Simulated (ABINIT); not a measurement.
# A GW chain in ABINIT: BaLiF3 (Pm-3m)

Aim: the G0W0 gap of BaLiF3 (Pm-3m) on LDA, step by step.

Calculated with ABINIT 10.8.3; LDA and many-body steps on it, plane waves.

### Step 1. Set-up

It takes space group Pm-3m (No. 221, cubic). The conventional cell has a = 3.989 Å, b = 3.989 Å, c = 3.989 Å, α = 90.00°, β = 90.00°, γ = 90.00°. Nearest to Ba lie 12 F at 2.82 Å. Li has 6 F at 1.99 Å nearest. Nearest to F lie 2 Li at 1.99 Å and 4 Ba at 2.82 Å. Farther neighbours and most contacts between anions are not listed.

Structure file:

```cif
data_structure
_symmetry_space_group_name_H-M 'P 1'
_symmetry_Int_Tables_number 1
_cell_length_a 3.9886
_cell_length_b 3.9886
_cell_length_c 3.9886
_cell_angle_alpha 90.000
_cell_angle_beta 90.000
_cell_angle_gamma 90.000
_cell_volume 63.45
loop_
_atom_site_label
_atom_site_type_symbol
_atom_site_fract_x
_atom_site_fract_y
_atom_site_fract_z
_atom_site_occupancy
Ba1 Ba 0.00000 0.00000 0.00000 1
Li2 Li 0.50000 0.50000 0.50000 1
F3 F 0.00000 0.50000 0.50000 1
F4 F 0.50000 0.50000 0.00000 1
F5 F 0.50000 0.00000 0.50000 1
```

The cell and positions are those that the Materials Project relaxed with its own functionals (PBE, PBE+U or r2SCAN), kept fixed. Spin-orbit coupling is left out unless a step names it.

### Step 2. Ground state

This step: ABINIT 10.8.3; DFT, LDA, plane waves, norm-conserving pseudopotentials.

The ground-state density comes first.

Input file run.abi:

```
acell 3*1.0 Angstrom
rprim 
  3.988581640000 0.000000000000 0.000000000000
  0.000000000000 3.988581640000 0.000000000000
  0.000000000000 0.000000000000 3.988581640000
ntypat 3
znucl 56 3 9
natom 5
typat 1 2 3 3 3
xred 
  0.000000000000 0.000000000000 0.000000000000
  0.500000000000 0.500000000000 0.500000000000
  0.000000000000 0.500000000000 0.500000000000
  0.500000000000 0.500000000000 0.000000000000
  0.500000000000 0.000000000000 0.500000000000
pp_dirpath "pseudos"
pseudos "Ba.upf, Li.upf, F.upf"
ecut 36
ngkpt 6 6 6
nshiftk 1
shiftk 0 0 0
kptopt 1
chksymbreak 0
nband 23
occopt 1
tolvrs 1e-10
nstep 60
prtwf 0
optforces 0
optstress 0
indata_prefix "in"
outdata_prefix "out"
tmpdata_prefix "tmp"
```

Run with:

```
> OMP_NUM_THREADS=1 mpirun -n 4 abinit run.abi > log
```

Numbers of over 12 decimals in the logs are rounded to 6 here.

The program printed:

```text
.Version 10.8.3 of ABINIT. v10.8.2 released Aug 2026.

 Symmetries : space group Pm -3 m (#221); Bravais cP (primitive cubic)
================================================================================
 Values of the parameters that define the memory need of the present run
     intxc =       0    ionmov =       0      iscf =       7    lmnmax =       6
     lnmax =       6     mgfft =      45  mpssoang =       3    mqgrid =    3001
     natom =       5  nloc_mem =       1    nspden =       1   nspinor =       1
    nsppol =       1      nsym =      48    n1xccc =    2501    ntypat =       3
    occopt =       1   xclevel =       1
-    mband =          23        mffmem =           1         mkmem =           5
       mpw =        4452          nfft =       91125          nkpt =          20
================================================================================
  Rough estimation (10% accuracy) of disk space for files :
================================================================================

--------------------------------------------------------------------------------
------------- Echo of variables that govern the present computation ------------
--------------------------------------------------------------------------------
 -outvars: echo values of preprocessed input variables --------
            acell      1.8897261259E+00  1.8897261259E+00  1.8897261259E+00 Bohr

      chksymbreak           0
             ecut      3.60000000E+01 Hartree
-          fftalg         312

              ixc       -1012
              kpt      0.00000000E+00  0.00000000E+00  0.00000000E+00
                       1.66666667E-01  0.00000000E+00  0.00000000E+00
                       3.33333333E-01  0.00000000E+00  0.00000000E+00
                       5.00000000E-01  0.00000000E+00  0.00000000E+00
                       1.66666667E-01  1.66666667E-01  0.00000000E+00
                       3.33333333E-01  1.66666667E-01  0.00000000E+00
                       5.00000000E-01  1.66666667E-01  0.00000000E+00
                       3.33333333E-01  3.33333333E-01  0.00000000E+00
                       5.00000000E-01  3.33333333E-01  0.00000000E+00
   [... 9 further rows ...]
                       5.00000000E-01  5.00000000E-01  3.33333333E-01
                       5.00000000E-01  5.00000000E-01  5.00000000E-01
         kptrlatt        6    0    0      0    6    0      0    0    6
          kptrlen      4.52239616E+01
P           mkmem           5
            natom           5
            nband          23
            ngfft          45      45      45
             nkpt          20
            nstep          60
             nsym          48
           ntypat           3
              occ      2.000000  2.000000  2.000000  2.000000  2.000000  2.000000
                       2.000000  2.000000  2.000000  2.000000  2.000000  2.000000
                       2.000000  2.000000  2.000000  2.000000  2.000000  0.000000
                       0.000000  0.000000  0.000000  0.000000  0.000000
        optforces           0
        optstress           0
            prtwf           0
            rprim      3.9885816400E+00  0.0000000000E+00  0.0000000000E+00
[...]
spgroup         221

           tolvrs      1.00000000E-10

             xred      0.0000000000E+00  0.0000000000E+00  0.0000000000E+00
[...]
znucl       56.00000    3.00000    9.00000

================================================================================

 chkinp: Checking input parameters for consistency.

================================================================================
== DATASET  1 ==================================================================
-   mpi_nproc: 4, omp_nthreads: 1 (-1 if OMP is not activated)

--- !DatasetInfo
iteration_state: {dtset: 1, }
dimensions: {natom: 5, nkpt: 20, mband: 23, nsppol: 1, nspinor: 1, nspden: 1, mpw: 4452, }
cutoff_energies: {ecut:  36.0, pawecutdg:  -1.0, }
electrons: {nelect:   3.40000000E+01, charge:   0.00000000E+00, occopt:   1.00000000E+00, tsmear:   1.00000000E-02, }

 Real(R)+Recip(G) space primitive vectors, cartesian coordinates (Bohr,Bohr^-1):
 R(1)=  7.5373269  0.0000000  0.0000000  G(1)=  0.1326730  0.0000000  0.0000000
 R(2)=  0.0000000  7.5373269  0.0000000  G(2)=  0.0000000  0.1326730  0.0000000
 R(3)=  0.0000000  0.0000000  7.5373269  G(3)=  0.0000000  0.0000000  0.1326730
 Unit cell volume ucvol=  4.2820532E+02 bohr^3
 Angles (23,13,12)=  9.00000000E+01  9.00000000E+01  9.00000000E+01 degrees

 getcut: wavevector=  0.0000  0.0000  0.0000  ngfft=  45  45  45
         ecut(hartree)=     36.000   => boxcut(ratio)=   2.16132

--- Pseudopotential description ------------------------------------------------
- Ba Generated using ONCVPSP code by D. R. Hamann
- 56.00000  10.00000  180309                  znucl, zion, pspdat
12 -1012 2 -1 1912                            pspcod,pspxc,lmax,lloc,mmax
     nproj     2     2     2
  pspatm : epsatm=   25.95172157
         --- l  ekb(1:nproj) -->
[...]
pspatm: atomic psp has been read  and splines computed

- Li Generated using ONCVPSP code by D. R. Hamann
-  3.00000   3.00000  180309                  znucl, zion, pspdat
12 -1012 1 -1 1944                            pspcod,pspxc,lmax,lloc,mmax
     nproj     2     2     0
  pspatm : epsatm=    2.61415252
         --- l  ekb(1:nproj) -->
[...]
pspatm: atomic psp has been read  and splines computed

- F Generated using ONCVPSP code by D. R. Hamann
-  9.00000   7.00000  201202                  znucl, zion, pspdat
12 -1012 2 -1 824                             pspcod,pspxc,lmax,lloc,mmax
     nproj     2     2     1
  pspatm : epsatm=    4.94580260
         --- l  ekb(1:nproj) -->
[...]
2   -2.364936
 pspatm: atomic psp has been read  and splines computed

   1.47571158E+03                                ecore*ucvol(ha*bohr**3)
--------------------------------------------------------------------------------

_setup2: Arith. and geom. avg. npw (full set) are    4418.495    4418.462

================================================================================

--- !BeginCycle
iteration_state: {dtset: 1, }
solver: {iscf: 7, nstep: 60, nline: 4, wfoptalg: 0, }
tolerances: {tolvrs: 1.00E-10, }

     iter   Etot(hartree)      deltaE(h)  residm     vres2
 ETOT  1  -109.22402113057    -1.092E+02 1.272E-01 5.831E+02
 ETOT  2  -109.27786513155    -5.384E-02 9.620E-03 3.371E+02
 ETOT  3  -109.41104291568    -1.332E-01 3.054E-03 2.973E+01
 ETOT  4  -109.41667892324    -5.636E-03 8.824E-04 2.769E-01
 ETOT  5  -109.41674791017    -6.899E-05 3.959E-03 3.542E-03
 ETOT  6  -109.41674809765    -1.875E-07 4.415E-03 5.670E-05
 ETOT  7  -109.41674811758    -1.993E-08 1.093E-03 5.200E-07
 ETOT  8  -109.41674811763    -5.225E-11 2.871E-04 9.391E-09
 ETOT  9  -109.41674811764    -6.779E-12 4.859E-05 7.397E-10
 ETOT 10  -109.41674811763     9.152E-12 2.774E-05 4.723E-13

 At SCF step   10       vres2   =  4.72E-13 < tolvrs=  1.00E-10 =>converged.

--- !ResultsGS
iteration_state: {dtset: 1, }
comment   : Summary of ground state results
lattice_vectors:
- [  7.5373269,   0.0000000,   0.0000000, ]
- [  0.0000000,   7.5373269,   0.0000000, ]
- [  0.0000000,   0.0000000,   7.5373269, ]
lattice_lengths: [   7.53733,    7.53733,    7.53733, ]
lattice_angles: [ 90.000,  90.000,  90.000, ] # degrees, (23, 13, 12)
lattice_volume:   4.2820532E+02
convergence: {deltae:  9.152E-12, res2:  4.723E-13, residm:  2.774E-05, diffor:  0.000E+00, }
etotal    :  -1.09416748E+02
entropy   :   0.00000000E+00
fermie    :   6.57595701E-02
cartesian_stress_tensor: null
pressure_GPa: null
xred      :
- [  0.0000E+00,   0.0000E+00,   0.0000E+00, Ba]
- [  5.0000E-01,   5.0000E-01,   5.0000E-01, Li]
- [  0.0000E+00,   5.0000E-01,   5.0000E-01,  F]
- [  5.0000E-01,   5.0000E-01,   0.0000E+00,  F]
- [  5.0000E-01,   0.0000E+00,   5.0000E-01,  F]
cartesian_forces: null
force_length_stats: {min: null, max: null, mean: null, }

 Integrated electronic density in atomic spheres:
 ------------------------------------------------
 Atom  Sphere_radius  Integrated_density
[...]
================================================================================

 ----iterations are completed or convergence reached----

 Mean square residual over all n,k,spin=   14.396E-08; max=  27.745E-06
 reduced coordinates (array xred) for    5 atoms
       0.000000000000      0.000000000000      0.000000000000
       0.500000000000      0.500000000000      0.500000000000
       0.000000000000      0.500000000000      0.500000000000
       0.500000000000      0.500000000000      0.000000000000
       0.500000000000      0.000000000000      0.500000000000
 rms dE/dt=  0.0000E+00; max dE/dt=  0.0000E+00; dE/dt below (all hartree)
    1       0.000000000000      0.000000000000      0.000000000000
    2       0.000000000000      0.000000000000      0.000000000000
    3       0.000000000000      0.000000000000      0.000000000000
    4       0.000000000000      0.000000000000      0.000000000000
    5       0.000000000000      0.000000000000      0.000000000000

 cartesian coordinates (angstrom) at end:
    1      0.000000     0.000000     0.000000
    2      1.994291     1.994291     1.994291
    3      0.000000     1.994291     1.994291
    4      1.994291     1.994291     0.000000
    5      1.994291     0.000000     1.994291
 length scales=  1.889726125908  1.889726125908  1.889726125908 bohr
              =  1.000000000000  1.000000000000  1.000000000000 angstroms
 prteigrs : about to open file out_EIG
 Fermi (or HOMO) energy (hartree) =   0.06576   Average Vxc (hartree)=  -0.40083
 Eigenvalues (hartree) for nkpt=  20  k points:
 kpt#   1, nband= 23, wtk=  0.00463, kpt=  0.0000  0.0000  0.0000 (reduced coord)
  -1.38804   -0.79605   -0.63903   -0.62414   -0.62414   -0.24284   -0.24284   -0.24284
  -0.00421   -0.00421   -0.00421    0.03489    0.03489    0.03489    0.06576    0.06576
   0.06576    0.30648    0.30648    0.35625    0.42839    0.42839    0.42839
 prteigrs : prtvol=0 or 1, do not print more k-points.

--- !EnergyTerms
iteration_state     : {dtset: 1, }
comment             : Components of total free energy in Hartree
kinetic             :  6.01648665057852E+01
hartree             :  2.52569011033219E+01
xc                  : -2.46028405898496E+01
Ewald energy        : -7.97678121165285E+01
psp_core            :  3.44627101181395E+00
local_psp           : -8.47854453011076E+01
non_local_psp       : -9.12868873106591E+00
total_energy        : -1.09416748117631E+02
total_energy_eV     : -2.97738139480806E+03
band_energy         : -9.14774068357021E+00

== END DATASET(S) ==============================================================
================================================================================

 -outvars: echo values of variables after computation  --------
           etotal     -1.0941674812E+02
            nband          23
             nkpt          20
          spgroup         221
 [... the other variables as echoed above ...]

 Calculation completed.
```

Elapsed: 38 s, on 4 MPI ranks of Arm Neoverse N1, shared host; peak memory 0.34 GiB.

Numbers from this step:

```yaml
total_energy: -2977.3814 eV
gap: 6.550 eV
k_of_the_valence_top: 0, 0, 0
k_of_the_conduction_bottom: 0, 0, 0
least_direct_gap: 6.550 eV
```

The gap is direct, at Γ.

(Continued in part 2 of 3.)

[Paths, hosts, dates, memory and timing lines, banners, echoed tables and standing remarks are left out of the program output.]

[Logs are printed without paths, hosts, clocks, repeated set-up lines and the standing remarks that a program may print on its own settings, such as how far it seeks lower states.]

[Runs of the session that timed out or met a known fault of the program may be left out.]

[Hosts, paths, dates, database ids (printed as entryN), source tags and the programs' standing remarks are cut or masked in the printed files.]

[G0W0 gaps are taken among the corrected bands and points alone; a level outside them can change the order at an edge.]

[Where Ansatz stands beside ABINIT at settings called matched, ABINIT's density can come from a denser mesh and the files from another edition; pairs whose starting gaps differed by over 0.03 eV were left out, so agreement reads better than it is.]
